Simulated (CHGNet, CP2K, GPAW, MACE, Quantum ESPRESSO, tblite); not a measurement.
# Running twisted graphene double bilayer, 21.79° (56 atoms) with CP2K, part 2 of 3

Aim: run twisted graphene double bilayer, 21.79° (56 atoms) in CP2K and see how near its forces come to a plane-wave reference, and at what cost.

Program: CP2K 2026.2; the method stands at each step. Banners, paths, timers and routine set-up lines are dropped from the logs unmarked, and long logs keep their key lines alone; longer cuts are marked.

So far. Step 2 (PBE, DZVP-MOLOPT-SR, 450/50 Ry, diagonalisation): Forces lie 1.6 % from the reference's, at 0.57 times its CPU time (on 2 against 4 cores). Step 3 (PBE, TZVP-MOLOPT, 450/50 Ry, diagonalisation): Against the first run (1.6 %), the force difference from the reference is 0.59 %, at 10 times the CPU time (on 4 against 2 cores), with 952 basis functions against 728: the larger basis brings the forces nearer.

### 4. r2SCAN, SCAN potentials, DZVP-UZH(SCAN), 600/50 Ry, diagonalisation

Method: Kohn-Sham DFT, r2SCAN, GTH-SCAN pseudopotentials, Gaussian and plane waves, DZVP-MOLOPT (UZH set), diagonalisation.

Input file input.inp:

```
&GLOBAL
  PROJECT cell
  RUN_TYPE ENERGY_FORCE
  PRINT_LEVEL LOW
&END GLOBAL
&FORCE_EVAL
  METHOD QS
  &DFT
    BASIS_SET_FILE_NAME BASIS_MOLOPT_UZH
    POTENTIAL_FILE_NAME POTENTIAL_UZH
    &MGRID
      CUTOFF 600
      REL_CUTOFF 50
      NGRIDS 5
    &END MGRID
    &QS
      EPS_DEFAULT 1.0E-12
    &END QS
    &SCF
      SCF_GUESS ATOMIC
      EPS_SCF 5.0E-06
      MAX_SCF 200
      ADDED_MOS 25
      &DIAGONALIZATION
        ALGORITHM STANDARD
      &END DIAGONALIZATION
      &SMEAR ON
        METHOD FERMI_DIRAC
        ELECTRONIC_TEMPERATURE [K] 580
      &END SMEAR
      &MIXING
        METHOD BROYDEN_MIXING
        ALPHA 0.2
        NBROYDEN 12
        BETA 0.05
      &END MIXING
      &PRINT
        &RESTART OFF
        &END RESTART
      &END PRINT
    &END SCF
    &XC
      &XC_FUNCTIONAL
        &MGGA_X_R2SCAN
        &END MGGA_X_R2SCAN
        &MGGA_C_R2SCAN
        &END MGGA_C_R2SCAN
      &END XC_FUNCTIONAL
    &END XC
    &PRINT
      &MULLIKEN ON
      &END MULLIKEN
      &HIRSHFELD ON
        SHAPE_FUNCTION DENSITY
      &END HIRSHFELD
      &MO ON
        EIGENVALUES T
        OCCUPATION_NUMBERS T
        MO_INDEX_RANGE 101 124
        &EACH
          QS_SCF 0
        &END EACH
        ADD_LAST NUMERIC
      &END MO
    &END PRINT
  &END DFT
  &SUBSYS
    &CELL
      A 6.50850 0.00000 0.00000
      B -3.25425 5.63653 0.00000
      C 0.00000 0.00000 24.08000
    &END CELL
    &COORD
      SCALED
[... 56 atom lines left out: the same atoms as in the first run ...]
    &END COORD
    &KIND C
      BASIS_SET DZVP-MOLOPT-SCAN-GTH-q4
      POTENTIAL GTH-SCAN-q4
    &END KIND
  &END SUBSYS
  &PRINT
    &FORCES ON
    &END FORCES
  &END PRINT
&END FORCE_EVAL
```

Started as:

```bash
> OMP_NUM_THREADS=1 mpirun -np 4 cp2k.psmp -i input.inp > output.txt
```

Numbers of over 12 decimals in the logs are rounded to 6 here.

The program printed:

```text
CP2K| version string:                                       CP2K version 2026.2
 CP2K| Input file name                                                 input.inp
 GLOBAL| Basis set file name                                    BASIS_MOLOPT_UZH
 GLOBAL| Potential file name                                       POTENTIAL_UZH
 GLOBAL| Run type                                                   ENERGY_FORCE
 GLOBAL| Total number of message passing processes                             4
 GLOBAL| Number of threads for this process                                    1
[... lines left out ...]
                        Smear method:                                FERMI_DIRAC
[... lines left out ...]
 Number of electrons:                                                        224
[... lines left out ...]
  Step     Update method      Time    Convergence         Total energy    Change
[... lines left out ...]
  *** SCF run converged in    13 steps ***
[... lines left out ...]
  Fermi energy:                                                 0.099443
  Total energy:                                              -318.606126
  Total energy (extrapolated to T->0):                       -318.606126
[... lines left out ...]
 MO| E(Fermi):            0.099443 a.u.          2.705992 eV
[... lines left out ...]
                           Hirshfeld Charges
  #Atom  Element  Kind  Ref Charge     Population                    Net charge
      1       C      1       4.000          4.006                        -0.006
      2       C      1       4.000          4.004                        -0.004
      3       C      1       4.000          4.003                        -0.003
[...]
55       C      1       4.000          4.000                         0.000
     56       C      1       4.000          3.998                         0.002
  Total Charge                                                           -0.000
 !-----------------------------------------------------------------------------!
 ENERGY| Total FORCE_EVAL ( QS ) energy [hartree]           -318.606158
 FORCES| Atomic forces [hartree/bohr]
 FORCES|   Atom     x               y               z               |f|
 FORCES|      1  2.76681716E-02  3.00287628E-02  3.15299552E-03   4.09535797E-02
 FORCES|      2 -1.19332305E-02 -8.62621123E-02  3.33498818E-02   9.32511052E-02
 FORCES|      3  1.22116026E-01 -2.70815265E-02 -2.66054589E-04   1.25083187E-01
[...]
FORCES|     55  4.50398775E-02  3.91334878E-03  9.25275352E-03   4.61467042E-02
 FORCES|     56 -6.13300572E-02 -3.20749974E-02 -7.59459185E-03   6.96265697E-02
 FORCES| Sum     7.63752003E-04 -1.15047064E-03  1.20039608E-03
 FORCES| Total atomic force                                       1.82971324E-03
```

The job ended after 2.3 min (4 MPI ranks of Arm Neoverse V1, shared host; peak memory 3.6 GiB; 9.3 min of CPU time).

Numbers from this run, and their distance from the reference:

* r.m.s. force component: 3.237 eV/Å
* r.m.s. difference of force components: 84.74 meV/Å
* longest difference of force vectors: 264.3 meV/Å
* force difference over r.m.s. force: 2.68 %
* slope of forces against the reference's: 1.024
* correlation of force components: 0.9999

Against the first run (1.6 %), the force difference from the reference is 2.7 %, at 3.0 times the CPU time (on 4 against 2 cores); the model has changed, so this is no error of the program alone.

### 5. PBE+D4, DZVP-MOLOPT-SR, 450/50 Ry, diagonalisation

Method: Kohn-Sham DFT, PBE+D4, GTH-PBE pseudopotentials, Gaussian and plane waves, DZVP-MOLOPT-SR-GTH, diagonalisation.

Edit input.inp of step 4 so:

```diff
@@ -8,8 +8,7 @@
   &DFT
-    BASIS_SET_FILE_NAME BASIS_MOLOPT_UZH
-    POTENTIAL_FILE_NAME POTENTIAL_UZH
+    BASIS_SET_FILE_NAME BASIS_MOLOPT
+    POTENTIAL_FILE_NAME GTH_POTENTIALS
     &MGRID
-      CUTOFF 600
+      CUTOFF 450
       REL_CUTOFF 50
-      NGRIDS 5
     &END MGRID
@@ -42,8 +41,11 @@
     &XC
-      &XC_FUNCTIONAL
-        &MGGA_X_R2SCAN
-        &END MGGA_X_R2SCAN
-        &MGGA_C_R2SCAN
-        &END MGGA_C_R2SCAN
+      &XC_FUNCTIONAL PBE
       &END XC_FUNCTIONAL
+      &VDW_POTENTIAL
+        POTENTIAL_TYPE PAIR_POTENTIAL
+        &PAIR_POTENTIAL
+          TYPE DFTD4
+          REFERENCE_FUNCTIONAL PBE
+        &END PAIR_POTENTIAL
+      &END VDW_POTENTIAL
     &END XC
@@ -73,8 +75,31 @@
     &COORD
-      SCALED
-[... 56 atom lines left out: the same atoms as in the first run ...]
+      C 0.46718 1.33090 6.95190
+      C 1.44215 0.33988 6.86810
+      C -0.07416 3.77586 6.99909
+      C 0.88473 2.69826 7.01523
+      C 2.82697 0.52499 7.04725
+      C 0.48518 5.06019 6.98464
+      C 2.34589 2.93590 7.03786
+      C 3.17185 1.90109 6.94780
+      C 1.80868 5.41845 6.97670
+      C 2.76211 4.37863 7.02582
+      C 4.66012 2.12999 7.03834
+      C 5.63916 1.00973 7.02582
+      C -2.32545 4.57962 6.94708
+      C -1.35074 3.42639 6.97188
+      C 0.85043 2.63615 10.33634
+      C 1.89820 1.57642 10.39750
+      C 0.51541 5.13060 10.48636
+      C 1.42949 4.08677 10.32550
+      C 3.25578 1.95864 10.40449
+      C 4.25347 0.75468 10.42014
+[... 32 atom lines left out ...]
+      C -1.92655 5.32477 17.09222
+      C -1.40655 4.03102 17.10788
+      C -0.04442 3.73234 17.09921
+      C 0.51121 2.42061 17.15917
     &END COORD
     &KIND C
-      BASIS_SET DZVP-MOLOPT-SCAN-GTH-q4
-      POTENTIAL GTH-SCAN-q4
+      BASIS_SET DZVP-MOLOPT-SR-GTH-q4
+      POTENTIAL GTH-PBE-q4
     &END KIND
```

Started as:

```bash
> OMP_NUM_THREADS=2 cp2k.psmp -i input.inp > output.txt
```

The program printed:

```text
CP2K| version string:                                       CP2K version 2026.2
 CP2K| Input file name                                                 input.inp
 GLOBAL| Basis set file name                                        BASIS_MOLOPT
 GLOBAL| Potential file name                                      GTH_POTENTIALS
 GLOBAL| Run type                                                   ENERGY_FORCE
 GLOBAL| Total number of message passing processes                             1
 GLOBAL| Number of threads for this process                                    2
[... lines left out ...]
                        Smear method:                                FERMI_DIRAC
[... lines left out ...]
 Number of electrons:                                                        224
[... lines left out ...]
  Step     Update method      Time    Convergence         Total energy    Change
[... lines left out ...]
  *** SCF run converged in    13 steps ***
[... lines left out ...]
  Fermi energy:                                                 0.094351
  Total energy:                                              -319.414549
  Total energy (extrapolated to T->0):                       -319.414549
[... lines left out ...]
 MO| E(Fermi):            0.094351 a.u.          2.567411 eV
[... lines left out ...]
                           Hirshfeld Charges
  #Atom  Element  Kind  Ref Charge     Population                    Net charge
      1       C      1       4.000          4.006                        -0.006
      2       C      1       4.000          4.004                        -0.004
      3       C      1       4.000          4.004                        -0.004
[...]
55       C      1       4.000          4.000                         0.000
     56       C      1       4.000          3.998                         0.002
  Total Charge                                                           -0.000
 !-----------------------------------------------------------------------------!
 ENERGY| Total FORCE_EVAL ( QS ) energy [hartree]           -319.414588
 FORCES| Atomic forces [hartree/bohr]
 FORCES|   Atom     x               y               z               |f|
 FORCES|      1  2.73216675E-02  3.00944882E-02  3.46096964E-03   4.07937501E-02
 FORCES|      2 -1.18427807E-02 -8.49196435E-02  3.16426179E-02   9.13939417E-02
 FORCES|      3  1.20261332E-01 -2.59717236E-02  4.45331488E-04   1.23034616E-01
[...]
FORCES|     55  4.38162878E-02  3.30094648E-03  7.94271616E-03   4.46525483E-02
 FORCES|     56 -6.06364335E-02 -3.15194669E-02 -7.78906544E-03   6.87817083E-02
 FORCES| Sum     1.42345241E-04 -1.51027864E-04  5.73175039E-05
 FORCES| Total atomic force                                       2.15306478E-04
```

It took 1.7 min on 2 threads; peak memory 2.2 GiB.

Compared with the plane-wave run:

```yaml
r_m_s_force_component: 3.205 eV/Å
r_m_s_difference_of_force_components: 59.12 meV/Å
longest_difference_of_force_vectors: 163.2 meV/Å
force_difference_over_r_m_s_force: 1.87 %
slope_of_forces_against_the_reference_s: 1.014
correlation_of_force_components: 0.9999
```

Against the first run (1.6 %), the force difference from the reference is 1.9 %, at 0.99 times the CPU time; the model has changed, so this is no error of the program alone.

### 6. revPBE, PBE potentials, DZVP-MOLOPT-SR, 450/50 Ry, diagonalisation

Method: Kohn-Sham DFT, revPBE, GTH-PBE pseudopotentials, Gaussian and plane waves, DZVP-MOLOPT-SR-GTH, diagonalisation.

Edit input.inp of step 5 so:

```diff
@@ -41,11 +41,7 @@
     &XC
-      &XC_FUNCTIONAL PBE
+      &XC_FUNCTIONAL
+        &PBE
+          PARAMETRIZATION REVPBE
+        &END PBE
       &END XC_FUNCTIONAL
-      &VDW_POTENTIAL
-        POTENTIAL_TYPE PAIR_POTENTIAL
-        &PAIR_POTENTIAL
-          TYPE DFTD4
-          REFERENCE_FUNCTIONAL PBE
-        &END PAIR_POTENTIAL
-      &END VDW_POTENTIAL
     &END XC
@@ -74,5 +70,6 @@
     &END CELL
-    &COORD
-[... 56 atom lines left out: the same atoms as in the first run ...]
-    &END COORD
+    &TOPOLOGY
+      COORD_FILE_NAME structure.xyz
+      COORD_FILE_FORMAT XYZ
+    &END TOPOLOGY
     &KIND C
```

Input file structure.xyz:

```xyz
56

C 0.46718 1.33090 6.95190
C 1.44215 0.33988 6.86810
C -0.07416 3.77586 6.99909
C 0.88473 2.69826 7.01523
C 2.82697 0.52499 7.04725
C 0.48518 5.06019 6.98464
C 2.34589 2.93590 7.03786
C 3.17185 1.90109 6.94780
C 1.80868 5.41845 6.97670
C 2.76211 4.37863 7.02582
C 4.66012 2.12999 7.03834
C 5.63916 1.00973 7.02582
C -2.32545 4.57962 6.94708
C -1.35074 3.42639 6.97188
C 0.85043 2.63615 10.33634
C 1.89820 1.57642 10.39750
C 0.51541 5.13060 10.48636
C 1.42949 4.08677 10.32550
C 3.25578 1.95864 10.40449
C 4.25347 0.75468 10.42014
[... 32 atom lines left out ...]
C -1.92655 5.32477 17.09222
C -1.40655 4.03102 17.10788
C -0.04442 3.73234 17.09921
C 0.51121 2.42061 17.15917
```

The program printed:

```text
CP2K| version string:                                       CP2K version 2026.2
 CP2K| Input file name                                                 input.inp
 GLOBAL| Basis set file name                                        BASIS_MOLOPT
 GLOBAL| Potential file name                                      GTH_POTENTIALS
 GLOBAL| Run type                                                   ENERGY_FORCE
 GLOBAL| Total number of message passing processes                             1
 GLOBAL| Number of threads for this process                                    2
 TOTAL NUMBERS AND MAXIMUM NUMBERS
  Total number of            - Atomic kinds:                                   1
                             - Atoms:                                         56
[... lines left out ...]
                        Smear method:                                FERMI_DIRAC
[... lines left out ...]
 Number of electrons:                                                        224
[... lines left out ...]
  Step     Update method      Time    Convergence         Total energy    Change
[... lines left out ...]
  *** SCF run converged in    13 steps ***
[... lines left out ...]
  Fermi energy:                                                 0.095605
  Total energy:                                              -319.285641
  Total energy (extrapolated to T->0):                       -319.285641
[... lines left out ...]
 MO| E(Fermi):            0.095605 a.u.          2.601544 eV
[... lines left out ...]
       2     C        1          3.996136                              0.003864
       3     C        1          4.000226                             -0.000226
[...]
55     C        1          4.010301                             -0.010301
      56     C        1          3.999887                              0.000113
 # Total charge                            224.000000                 -0.000000
 !-----------------------------------------------------------------------------!
 !-----------------------------------------------------------------------------!
                           Hirshfeld Charges
  #Atom  Element  Kind  Ref Charge     Population                    Net charge
      1       C      1       4.000          4.006                        -0.006
      2       C      1       4.000          4.004                        -0.004
      3       C      1       4.000          4.004                        -0.004
[...]
55       C      1       4.000          3.999                         0.001
     56       C      1       4.000          3.998                         0.002
  Total Charge                                                           -0.000
 !-----------------------------------------------------------------------------!
 ENERGY| Total FORCE_EVAL ( QS ) energy [hartree]           -319.285670
 FORCES| Atomic forces [hartree/bohr]
 FORCES|   Atom     x               y               z               |f|
 FORCES|      1  2.72496948E-02  3.00729559E-02  1.92064468E-03   4.06277913E-02
 FORCES|      2 -1.18689985E-02 -8.48795496E-02  3.00898075E-02   9.08339561E-02
 FORCES|      3  1.20105940E-01 -2.61702140E-02 -1.07016832E-03   1.22928687E-01
[...]
FORCES|     55  4.37395439E-02  3.34806029E-03  9.52572117E-03   4.48898271E-02
 FORCES|     56 -6.05222585E-02 -3.15725929E-02 -6.24108813E-03   6.85472362E-02
 FORCES| Sum     1.05516911E-04 -7.34138358E-05 -2.37542513E-04
 FORCES| Total atomic force                                       2.70092309E-04
```

It took 94 s on 2 threads; peak memory 2.2 GiB; 2.9 min of CPU time.

Compared with the plane-wave run:

* r.m.s. force component: 3.197 eV/Å
* r.m.s. difference of force components: 41.63 meV/Å
* longest difference of force vectors: 123.2 meV/Å
* force difference over r.m.s. force: 1.317 %
* slope of forces against the reference's: 1.011
* correlation of force components: 1

Against the first run (1.6 %), the force difference from the reference is 1.3 %, at 0.95 times the CPU time; another functional landing nearer a PBE reference means that errors partly cancel.

### 7. PBE, DZVP-UZH, 450/50 Ry, diagonalisation

Method: Kohn-Sham DFT, PBE, GTH-PBE pseudopotentials, Gaussian and plane waves, DZVP-MOLOPT (UZH set), diagonalisation.

Edit input.inp of step 6 so:

```diff
@@ -8,4 +8,4 @@
   &DFT
-    BASIS_SET_FILE_NAME BASIS_MOLOPT
-    POTENTIAL_FILE_NAME GTH_POTENTIALS
+    BASIS_SET_FILE_NAME BASIS_MOLOPT_UZH
+    POTENTIAL_FILE_NAME POTENTIAL_UZH
     &MGRID
@@ -41,6 +41,3 @@
     &XC
-      &XC_FUNCTIONAL
-        &PBE
-          PARAMETRIZATION REVPBE
-        &END PBE
+      &XC_FUNCTIONAL PBE
       &END XC_FUNCTIONAL
@@ -75,3 +72,3 @@
     &KIND C
-      BASIS_SET DZVP-MOLOPT-SR-GTH-q4
+      BASIS_SET DZVP-MOLOPT-PBE-GTH-q4
       POTENTIAL GTH-PBE-q4
```

structure.xyz is that of step 6.

Started as:

```bash
> OMP_NUM_THREADS=1 mpirun -np 4 cp2k.psmp -i input.inp > output.txt
```

The program printed:

```text
CP2K| version string:                                       CP2K version 2026.2
 CP2K| Input file name                                                 input.inp
 GLOBAL| Basis set file name                                    BASIS_MOLOPT_UZH
 GLOBAL| Potential file name                                       POTENTIAL_UZH
 GLOBAL| Run type                                                   ENERGY_FORCE
 GLOBAL| Total number of message passing processes                             4
 GLOBAL| Number of threads for this process                                    1
 TOTAL NUMBERS AND MAXIMUM NUMBERS
  Total number of            - Atomic kinds:                                   1
                             - Atoms:                                         56
[... lines left out ...]
                        Smear method:                                FERMI_DIRAC
[... lines left out ...]
 Number of electrons:                                                        224
[... lines left out ...]
  Step     Update method      Time    Convergence         Total energy    Change
[... lines left out ...]
  *** SCF run converged in    13 steps ***
[... lines left out ...]
  Fermi energy:                                                 0.096789
  Total energy:                                              -318.990900
  Total energy (extrapolated to T->0):                       -318.990900
[... lines left out ...]
 MO| E(Fermi):            0.096789 a.u.          2.633755 eV
[... lines left out ...]
       2     C        1          3.997228                              0.002772
       3     C        1          3.982399                              0.017601
[...]
55     C        1          4.002764                             -0.002764
      56     C        1          4.004290                             -0.004290
 # Total charge                            224.000000                 -0.000000
 !-----------------------------------------------------------------------------!
 !-----------------------------------------------------------------------------!
                           Hirshfeld Charges
  #Atom  Element  Kind  Ref Charge     Population                    Net charge
      1       C      1       4.000          4.006                        -0.006
      2       C      1       4.000          4.004                        -0.004
      3       C      1       4.000          4.004                        -0.004
[...]
55       C      1       4.000          4.000                         0.000
     56       C      1       4.000          3.998                         0.002
  Total Charge                                                           -0.000
 !-----------------------------------------------------------------------------!
 ENERGY| Total FORCE_EVAL ( QS ) energy [hartree]           -318.990950
 FORCES| Atomic forces [hartree/bohr]
 FORCES|   Atom     x               y               z               |f|
 FORCES|      1  2.72897042E-02  3.01713501E-02  2.01133867E-03   4.07318525E-02
 FORCES|      2 -1.18269960E-02 -8.49228287E-02  3.05518931E-02   9.10229798E-02
 FORCES|      3  1.20427643E-01 -2.61765260E-02 -1.03522041E-03   1.23244064E-01
[...]
FORCES|     55  4.36116396E-02  3.29921777E-03  9.47425680E-03   4.47506591E-02
 FORCES|     56 -6.04990708E-02 -3.16488563E-02 -6.43717938E-03   6.85800623E-02
 FORCES| Sum     1.38007621E-04 -1.46656160E-04  4.96062014E-05
 FORCES| Total atomic force                                       2.07400356E-04
```

It took 57 s on 4 MPI ranks; peak memory 2.9 GiB.

Against the reference:

* r.m.s. force component: 3.205 eV/Å
* r.m.s. difference of force components: 48.26 meV/Å
* longest difference of force vectors: 155.2 meV/Å
* force difference over r.m.s. force: 1.526 %
* slope of forces against the reference's: 1.014
* correlation of force components: 1

Against the first run (1.6 %), the force difference from the reference is 1.5 %, at 1.2 times the CPU time (on 4 against 2 cores), with 728 basis functions against 728; this set comes with other potentials too, so the change isn't the basis's alone.

[end of part 2 of 3]

[Also dropped from logs without a mark: logging warnings of Python, and SIESTA's first energy breakdown and zero terms.]

[Logs are printed without paths, hosts, clocks, repeated set-up lines and the standing remarks that a program may print on its own settings, such as how far it seeks lower states.]

[Hosts, paths, dates, database ids (printed as entryN), source tags and the programs' standing remarks are cut or masked in the printed files.]
